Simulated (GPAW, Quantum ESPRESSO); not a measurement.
# B K-edge XANES of BN (P6_3/mmc), part 3 of 3

Do two independent programs agree on the B K edge of BN (P6_3/mmc)? The same cell and functional are run with XSpectra and with GPAW.

Quantum ESPRESSO 7.5 and GPAW 26.7.0; core-hole supercells, plane-wave PAW PBE.

So far. Step 15 (Spectrum with FCH, B atom 3 (GPAW)): Main maxima below 24 eV (height): 0.2 eV (3.77), 6.8 eV (3.90), 12.4 eV (1.13) and 22.9 eV (1.05). A K edge sees empty p states; at this planar three-fold site the curve for the electric vector normal to the plane peaks at 0.2 eV, where it is mainly π* that absorbs: that direction carries over 70 % of the weight there.

The database entry behind the starting cell differs from later determinations by our own check (about 0.3 % short, minor phase), so it need not match the best structure at ambient conditions.

## Step 16: Excitation energy, B atom 3 (GPAW)

Changed against the first core-hole run: core hole to XCH, with the smearing that suits a partly filled band.

scf.py

```python
import numpy as np
from ase import Atoms
from ase.parallel import parprint, paropen
from gpaw import GPAW, PW, FermiDirac, Mixer, MixerDif, setup_paths
from gpaw.test import gen
setup_paths.insert(0, '.')
gen('B', name='fch1s', xcname='PBE', corehole=(1, 0, 1), write_xml=True)
from gpaw.mpi import world
world.barrier()

atoms = Atoms('N14B14',
    cell=[[6.2456, 2.1635393, 0],
     [-4.99648, 4.32707861, 0],
     [0, 0, 6.6357]],
    scaled_positions=[[0.23809524, 0.04761905, 0.25],
     [0.38095238, 0.47619048, 0.25],
     [0.52380952, 0.9047619, 0.25],
     [0.66666667, 0.33333333, 0.25],
     [0.80952381, 0.76190476, 0.25],
     [0.95238095, 0.19047619, 0.25],
     [0.0952381, 0.61904762, 0.25],
     [0.19047619, 0.23809524, 0.75],
     [0.33333333, 0.66666667, 0.75],
     [0.47619048, 0.0952381, 0.75],
     [0.61904762, 0.52380952, 0.75],
     [0.76190476, 0.95238095, 0.75],
     [0.9047619, 0.38095238, 0.75],
     [0.04761905, 0.80952381, 0.75],
     [0.23809524, 0.04761905, 0.75],
     [0.38095238, 0.47619048, 0.75],
     [0.52380952, 0.9047619, 0.75],
     [0.66666667, 0.33333333, 0.75],
     [0.80952381, 0.76190476, 0.75],
     [0.95238095, 0.19047619, 0.75],
     [0.0952381, 0.61904762, 0.75],
     [0.19047619, 0.23809524, 0.25],
     [0.33333333, 0.66666667, 0.25],
     [0.47619048, 0.0952381, 0.25],
     [0.61904762, 0.52380952, 0.25],
     [0.76190476, 0.95238095, 0.25],
     [0.9047619, 0.38095238, 0.25],
     [0.04761905, 0.80952381, 0.25]],
    pbc=True)
atoms.calc = calc = GPAW(legacy_gpaw=True, mode=PW(500, force_complex_dtype=True), xc='PBE', setups={14: 'fch1s'},
    kpts={'size': (3, 3, 3), 'gamma': True}, occupations=FermiDirac(0.04),
    charge=-1, mixer=Mixer(0.1, 5, 50), maxiter=150,
    convergence={'density': 0.0001, 'eigenstates': 1e-6}, txt='scf.txt')
energy = atoms.get_potential_energy() + calc.get_reference_energy()
ef = calc.get_fermi_level()
out = dict(energy=energy, fermi=ef, forces=atoms.get_forces().tolist())
parprint(f'all-electron energy {energy:.4f} eV, Fermi level {ef:.4f} eV')
ev = np.array([[calc.get_eigenvalues(k, s) for k in range(len(calc.get_ibz_k_points()))] for s in range(calc.get_number_of_spins())])
out['homo'], out['lumo'], out['counts'] = ev[ev < ef].max(), ev[ev > ef].min(), sorted(set((ev < ef).sum((0, 2)).tolist()))
out['filled'] = (ev[:, 0] < ef).sum(1).tolist()
import json
with paropen('out.json', 'w') as f:
    json.dump(out, f)
```

Run with:

```sh
$ OMP_NUM_THREADS=1 mpirun -n 4 gpaw python scf.py
```

The job ended after 76 s (4 MPI ranks of Arm Neoverse V1, shared host; peak memory 0.39 GiB).

The total-energy difference is 195.95 eV. With the free-atom term of -5.59 eV for this edge, the photon energy is 190.36 eV.

## Step 17: The two programs side by side

The line shapes differ (Lorentzian half width 0.4 eV up to 4 eV, rising linearly to 1.75 eV at 25 eV (not a setting of the program: the run's 0.4 eV curve was folded afterwards with a further Lorentzian above 4 eV), against Gaussian full width 0.9 eV up to 4 eV, rising linearly to 3.5 eV at 25 eV), so both get a further Gaussian of 1.5 eV full width before they are compared; the Lorentzian tails remain.

| E (eV) | XSpectra | GPAW |
| --- | --- | --- |
| -2.00 | 0.19 | 0.03 |
| -1.25 | 0.50 | 0.34 |
| -0.50 | 1.21 | 1.37 |
| 0.25 | 1.70 | 2.17 |
| 1.00 | 1.19 | 1.37 |
| 1.75 | 0.55 | 0.38 |
| 2.50 | 0.33 | 0.11 |
| 3.25 | 0.34 | 0.14 |
| 4.00 | 0.44 | 0.20 |
| 4.75 | 0.65 | 0.40 |
| 5.50 | 1.17 | 1.15 |
| 6.25 | 1.98 | 2.42 |
| 7.00 | 2.38 | 2.94 |
| 7.75 | 1.96 | 2.18 |
| 8.50 | 1.40 | 1.32 |
| 9.25 | 1.09 | 0.94 |
| 10.00 | 0.96 | 0.84 |
| 10.75 | 0.93 | 0.86 |
| 11.50 | 0.97 | 0.96 |
| 12.25 | 1.01 | 1.05 |
| 13.00 | 0.98 | 1.02 |
| 13.75 | 0.91 | 0.92 |
| 14.50 | 0.86 | 0.85 |
| 15.25 | 0.82 | 0.82 |
| 16.00 | 0.78 | 0.78 |
| 16.75 | 0.74 | 0.73 |
| 17.50 | 0.69 | 0.66 |
| 18.25 | 0.63 | 0.58 |
| 19.00 | 0.59 | 0.51 |
| 19.75 | 0.59 | 0.51 |
| 20.50 | 0.63 | 0.60 |
| 21.25 | 0.70 | 0.76 |
| 22.00 | 0.79 | 0.91 |
| 22.75 | 0.83 | 0.99 |
| 23.50 | 0.80 | 0.96 |
| 24.25 | 0.72 | 0.83 |
| 25.00 | 0.61 | 0.66 |
| 25.75 | 0.53 | 0.51 |
| 26.50 | 0.47 | 0.41 |
| 27.25 | 0.42 | 0.35 |
| 28.00 | 0.39 | 0.33 |
| 28.75 | 0.38 | 0.31 |

|  | XSpectra | GPAW |
| --- | --- | --- |
| k mesh of the spectrum | 4×4×4 | 4×4×4 |
| cutoff (eV) | 762 | 500 |
| highest intensity below 16 eV after the common broadening, eV (height) | 6.9 (2.39) | 6.9 (2.95) |
| zero, corrected photon energy (eV) | 189.7 | 189.7 |
| core time, hole field and spectrum | 22 min | 26 min |

## Step 18: With and without the hole

XSpectra's curves. Both curves are counted from their own zero, so only the shift of weight within the empty states shows.

```
E (eV)  no hole   FCH
  -2.0     0.06  0.13
  -1.0     0.12  0.44
   0.0     0.50  2.50
   1.0     1.12  0.95
   2.0     0.75  0.26
   3.0     0.61  0.24
   4.0     0.39  0.36
   5.0     0.49  0.46
   6.0     0.67  1.44
   7.0     1.35  3.72
   8.0     1.57  1.60
   9.0     1.07  1.01
  10.0     0.91  0.97
  11.0     1.51  0.82
  12.0     1.11  1.11
  13.0     1.16  1.03
  14.0     1.13  0.87
  15.0     0.97  0.89
  16.0     1.36  0.82
  17.0     1.37  0.82
  18.0     0.79  0.70
  19.0     0.63  0.45
  20.0     0.57  0.45
  21.0     0.85  0.60
  22.0     1.32  0.95
  23.0     2.24  1.46
  24.0     1.74  0.99
  25.0     1.62  0.54
  26.0     1.14  0.44
  27.0     0.69  0.41
  28.0     0.53  0.34
  29.0     0.63  0.31
  30.0     0.50  0.33
  31.0     0.74  0.45
  32.0     0.72  0.37
```

With each curve scaled to its own mean, the area from −2 to 6 eV with the hole is 5.6 against 4.4, and the centre of weight from −1 to 20 eV moves by -1.6 eV: the hole pulls the absorber's empty states down.

## Step 19: Against the measurement

Features are paired by their description (first, strongest, rising edge, steepest rise) or, failing that, by nearness after a common offset; their character isn't checked.

XSpectra PBE (Lorentzian half width 0.4 eV up to 4 eV, rising linearly to 1.75 eV at 25 eV (not a setting of the program: the run's 0.4 eV curve was folded afterwards with a further Lorentzian above 4 eV)):

| measured feature | measured (eV) | computed feature | computed (eV) | difference (eV) |
| --- | --- | --- | --- | --- |
| B K-edge, 1s to pi* resonance | 192 | first maximum | 189.9 | -2.1 |

GPAW PBE (Gaussian full width 0.9 eV up to 4 eV, rising linearly to 3.5 eV at 25 eV):

| measured feature | measured (eV) | computed feature | computed (eV) | difference (eV) |
| --- | --- | --- | --- | --- |
| B K-edge, 1s to pi* resonance | 192 | first maximum | 189.9 | -2.1 |

## Step 20: What came out

```yaml
absorber_and_edge: B K, atom 3 of the ground-state input (counted from 1)
surroundings: 3 N at 1.44 Å (trigonal planar, site symmetry -6m2)
highest_intensity_below_16_ev_xspectra_narrow_line: 6.9 eV above the zero, height 3.81
photon_energy_of_the_zero_with_the_added_terms: 189.7 eV (raw 195.3 eV; uncertain by a few eV)
```

In words: XSpectra PBE lies 2.1 eV below the measured energy. GPAW PBE lies 2.1 eV below the measured energy. Energy scales of different experiments differ by up to about 1 eV. The two programs agree on where the features lie, less on their heights: 20 % r.m.s. remains over the first 14 eV after a relative shift of 0.0 eV, and their photon-energy zeros differ by 0.0 eV. What differs may come from the PAW partial waves, meshes, cutoffs and line shapes. In XSpectra the B K edge of atom 3, with 3 N at 1.44 Å (trigonal planar, site symmetry -6m2), has its highest intensity of the first 16 eV at 6.9 eV above the zero, near 197 eV in photon energy (uncertain by a few eV), 3.8 times the mean level of the first 20 eV (Lorentzian half width 0.4 eV). In XSpectra: With each curve scaled to its own mean, the area from −2 to 6 eV with the hole is 5.6 against 4.4, and the centre of weight from −1 to 20 eV moves by -1.6 eV: the hole pulls the absorber's empty states down. In GPAW: With each curve scaled to its own mean, the area from −2 to 6 eV with the hole is 5.6 against 4.4, and the centre of weight from −1 to 20 eV moves by -1.6 eV: the hole pulls the absorber's empty states down. In XSpectra the neutral-cell energy lies +0.6 eV from the charged-cell zero, a gap made of the charged-cell error and of where the added electron settles. In GPAW the neutral-cell energy lies +0.6 eV from the charged-cell zero, a gap made of the charged-cell error and of where the added electron settles. In XSpectra, at the B K edge of atom 3 polarisation matters most near 0.1 eV, where the curves differ by 8.1 on this scale. Lifetime broadening is put in by hand, and intensities beyond about 20 eV depend on it and on the partial waves. The structure is a published determination, not relaxed.

[Logs are printed without paths, hosts, clocks, repeated set-up lines and the standing remarks that a program may print on its own settings, such as how far it seeks lower states.]

[Hosts, paths, dates, database ids (printed as entryN), source tags and the programs' standing remarks are cut or masked in the printed files.]

[Lists of maxima count a maximum above −3 eV only where it reaches 4 % of the highest in the window and stands out from its surroundings by 2 % of it (1.5 % where it reaches 55 %); shoulders and weaker maxima are passed over, and of the rest the first, up to two pre-edge ones and the few strongest are named.]
